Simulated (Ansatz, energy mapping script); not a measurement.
# VSe in a distorted zinc-blende structure: J from the energies of magnetic orders, part 3 of 3

How strongly do the moments of VSe in a distorted zinc-blende structure couple under PBE+U (0.64 eV)? The plan is to run several orders and fit a Heisenberg model.

PBE with U = 0.64 eV on V d, ortho-atomic projectors; plane waves, U on orthogonalised atomic orbitals unless named otherwise, collinear spin, no spin–orbit coupling.

So far. Step 9 (Run 5 (parallel; cell C, 4 atoms)): The run ends ferromagnetic. For each magnetic atom its energy differs from the parallel run of the first cell by 0.10 meV, an error that one common reference would have brought in.

## 11. Parallel start in cell D (6 atoms)

The parallel order again, as the reference for this cell.

Contents of input.yaml:

```yaml
crystal:
  lattice:
    - [0.0, 2.961721555, 2.961721555]
    - [5.812645949, 0.110797161, -0.110797161]
    - [-2.740127233, 2.740127233, -5.701848788]
  atoms:
    - { symbol: V, position: [0.996234602, 0.001882699, 0.992469204], spin: 2.0 }
    - { symbol: V, position: [0.662901269, 0.668549366, 0.325802537], spin: 2.0 }
    - { symbol: V, position: [0.329567935, 0.335216032, 0.659135871], spin: 2.0 }
    - { symbol: Se, position: [0.837098731, 0.581450634, 0.674197463] }
    - { symbol: Se, position: [0.503765398, 0.248117301, 0.007530796] }
    - { symbol: Se, position: [0.170432065, 0.914783968, 0.340864129] }
magnetization:
  spin_polarized: true
kpoints:
  mp_grid: { grid: [10, 7, 10] }
hamiltonian:
  xc: pbe
  hubbard:
    sites:
      - { species: V, l: d, u_eff: 0.64 }
      - { site: 0, l: d, u_eff: 0.64, starting_ns: [{ spin: up, occupation_matrix: v1_major }, { spin: down, occupation_matrix: v1_minor }] }
      - { site: 1, l: d, u_eff: 0.64, starting_ns: [{ spin: up, occupation_matrix: v1_major }, { spin: down, occupation_matrix: v1_minor }] }
      - { site: 2, l: d, u_eff: 0.64, starting_ns: [{ spin: up, occupation_matrix: v1_major }, { spin: down, occupation_matrix: v1_minor }] }
    projectors: ortho-atomic
    occupation_matrices:
      v1_major:
        matrix:
          - [0.904, -0.01, 0.01, 0.0, 0.02]
          - [-0.01, 0.54, 0.025, -0.018, -0.025]
          - [0.01, 0.025, 0.54, -0.018, 0.025]
          - [0.0, -0.018, -0.018, 0.904, 0.0]
          - [0.02, -0.025, 0.025, 0.0, 0.54]
      v1_minor:
        matrix:
          - [0.039, 0.002, -0.002, 0.0, -0.005]
          - [0.002, 0.1, -0.003, 0.004, 0.003]
          - [-0.002, -0.003, 0.1, 0.004, -0.003]
          - [0.0, 0.004, 0.004, 0.039, 0.0]
          - [-0.005, 0.003, -0.003, 0.0, 0.1]
scf:
  occupations: { method: fermi_dirac, width: 0.05 }
output:
  eigenvalues: true
```

Run with:

```
ansatz run input.yaml --threads 4 --pin off --max-ram 8192MiB --backend cpu --events-out ev --progress --plain --runs-dir out
```

Numbers of over 12 decimals in the logs are rounded to 6 here.

The log of the run:

```text
[...]
Crystal: 6 atoms, lattice volume = 147.131 Å³
Basis set: ecut = 420 eV, 2847 PW (Γ)
Bands: 56, of which v1, the nominal top of the filled ones, is band 44 counted from 1 (43 counted from 0)
Symmetry: 3 space group operations
k-points: 352 of 700 (time reversal used)
[...]
Starting moments: Σ|m| = 6 μB on 3 of 6 sites
[...]
k-point 0 ↑: bands = [... 40 lower, 7.5340, 7.5829, 7.5829, 7.6823, 7.6823, 8.1844, 8.1844, 8.9478, ... 8 higher]
  k-point 1 ↑: bands = [... 40 lower, 7.5230, 7.5370, 7.6000, 7.7479, 7.7584, 8.0912, 8.2584, 8.9383, ... 8 higher]
  k-point 2 ↑: bands = [... 40 lower, 7.4938, 7.5220, 7.5489, 7.8198, 7.8662, 7.9932, 8.3918, 8.9051, ... 8 higher]
  k-point 351 ↓: bands = [... 40 lower, 9.8331, 10.2311, 10.2497, 10.4449, 10.5767, 10.7410, 10.9232, 10.9937, ... 8 higher]
Occupation matrices written to <dir>
[key lines of the parts left out:]
SCF converged after 15 iterations
Magnetization: 8.9993 μB (47.9996 up, 39.0004 down)
Free energy (F): -25144.914255 eV
Fermi energy:    8.898246 eV
```

Run time: 5.5 min. Hardware: 4 threads of Arm Neoverse V1, shared host; peak memory 4.2 GiB.

The run ends ferromagnetic. For each magnetic atom its energy differs from the parallel run of the first cell by -0.82 meV, an error that one common reference would have brought in.

## 12. Order 8: uncompensated ++−, cell D of 6 atoms

This order reverses 4 of the 6 neighbours at 4.03 Å, 2.67 of the 6 neighbours at 4.19 Å and 2.67 of the 6 neighbours at 5.82 Å, counted for an average magnetic atom.

Edit input.yaml of step 11 so:

```diff
@@ -8,3 +8,3 @@
     - { symbol: V, position: [0.662901269, 0.668549366, 0.325802537], spin: 2.0 }
-    - { symbol: V, position: [0.329567935, 0.335216032, 0.659135871], spin: 2.0 }
+    - { symbol: V, position: [0.329567935, 0.335216032, 0.659135871], spin: -2.0 }
     - { symbol: Se, position: [0.837098731, 0.581450634, 0.674197463] }
@@ -23,3 +23,3 @@
       - { site: 1, l: d, u_eff: 0.64, starting_ns: [{ spin: up, occupation_matrix: v1_major }, { spin: down, occupation_matrix: v1_minor }] }
-      - { site: 2, l: d, u_eff: 0.64, starting_ns: [{ spin: up, occupation_matrix: v1_major }, { spin: down, occupation_matrix: v1_minor }] }
+      - { site: 2, l: d, u_eff: 0.64, starting_ns: [{ spin: up, occupation_matrix: v1_minor }, { spin: down, occupation_matrix: v1_major }] }
     projectors: ortho-atomic
```

The log of the run:

```text
[...]
Crystal: 6 atoms, lattice volume = 147.131 Å³
Basis set: ecut = 420 eV, 2847 PW (Γ)
Bands: 56, of which v1, the nominal top of the filled ones, is band 44 counted from 1 (43 counted from 0)
Symmetry: 1 space group operations
k-points: 352 of 700 (time reversal used)
[...]
Starting moments: Σ|m| = 6 μB on 3 of 6 sites
[...]
k-point 0 ↑: bands = [... 40 lower, 7.5608, 7.7386, 7.8204, 8.0663, 8.2410, 8.8943, 9.3829, 9.6336, ... 8 higher]
  k-point 1 ↑: bands = [... 40 lower, 7.5610, 7.7160, 7.7754, 8.0705, 8.3168, 8.9174, 9.3897, 9.5981, ... 8 higher]
  k-point 2 ↑: bands = [... 40 lower, 7.5602, 7.6598, 7.7150, 8.0274, 8.5254, 8.9758, 9.3855, 9.6191, ... 8 higher]
  k-point 351 ↓: bands = [... 40 lower, 7.9746, 8.1269, 8.5125, 8.8765, 9.7946, 9.9572, 10.2228, 10.3909, ... 8 higher]
Occupation matrices written to <dir>
[key lines of the parts left out:]
SCF converged after 20 iterations
Magnetization: 2.6734 μB (44.8367 up, 42.1633 down)
Free energy (F): -25144.555215 eV
Fermi energy:    8.659477 eV
```

Run time: 5.6 min. Hardware: 4 threads; peak memory 4.3 GiB; 22 min of CPU time.

The run ends ferrimagnetic, 118.82 meV a magnetic atom above the parallel order of its cell, a difference that unlike orbital or electronic states can set, not exchange alone (energies taken at zero occupation width, not the printed F).

## 13. Mapping onto a Heisenberg model

Each energy difference is a sum of couplings weighted by the pairs that the order reverses. A few near shells are fitted to the differences by least squares. Energies are those extrapolated to zero occupation width, not the free energies F.

Energies from the parallel order of the same cell:

```tsv
order	atoms	energy (meV a magnetic atom)	moments (μB)	moments kept as typed	opposed neighbours at 4.03, 4.19, 5.82 Å
parallel in cell A	4	0.00	2.46	yes	0, 0, 0
compensated +− in cell A	4	143.75	2.13	yes	4, 4, 0
parallel in cell B	4	0.00	2.46	yes	0, 0, 0
compensated +− in cell B	4	90.40	2.21	yes	2, 4, 6
parallel in cell C	4	0.00	2.46	yes	0, 0, 0
compensated +− in cell C	4	98.26	2.20	yes	6, 0, 6
parallel in cell D	6	0.00	2.46	yes	0, 0, 0
uncompensated ++− in cell D	6	118.82	2.14 to 2.19	yes	4, 2.67, 2.67
```

Couplings from the energies, with E = −Σ J e·e over ordered pairs:

```tsv
pair	distance (Å)	neighbours	J (meV)
V–V	4.03	6	9.61
V–V	4.19	6	8.58
V–V	5.82	6	-1.34
```

## 14. Results

```
couplings : not to be trusted
```

In words: Between the runs the occupations of the corrected shell change by more than 0.2 electrons in one orbital, or the parallel runs differ in their moments. Whether a run was caught in another orbital state or the shell answers to the reversal itself, the energy differences hold more than the exchange of fixed moments, so a Heisenberg reading is in doubt. The cell was built from a prototype and relaxed; a distortion that needs a larger cell, or another structure that the compound may prefer, is not captured.

[Logs and program files are shortened in this print: banners, set-up blocks, solver, clock and traceback lines can be left out without a mark of their own.]

[Logs are printed without paths, hosts, clocks, repeated set-up lines and the standing remarks that a program may print on its own settings, such as how far it seeks lower states.]

[Hosts, paths, dates, database ids (printed as entryN), source tags and the programs' standing remarks are cut or masked in the printed files.]

[Where a cell is said to come from a database of computed structures, the database is the Materials Project.]
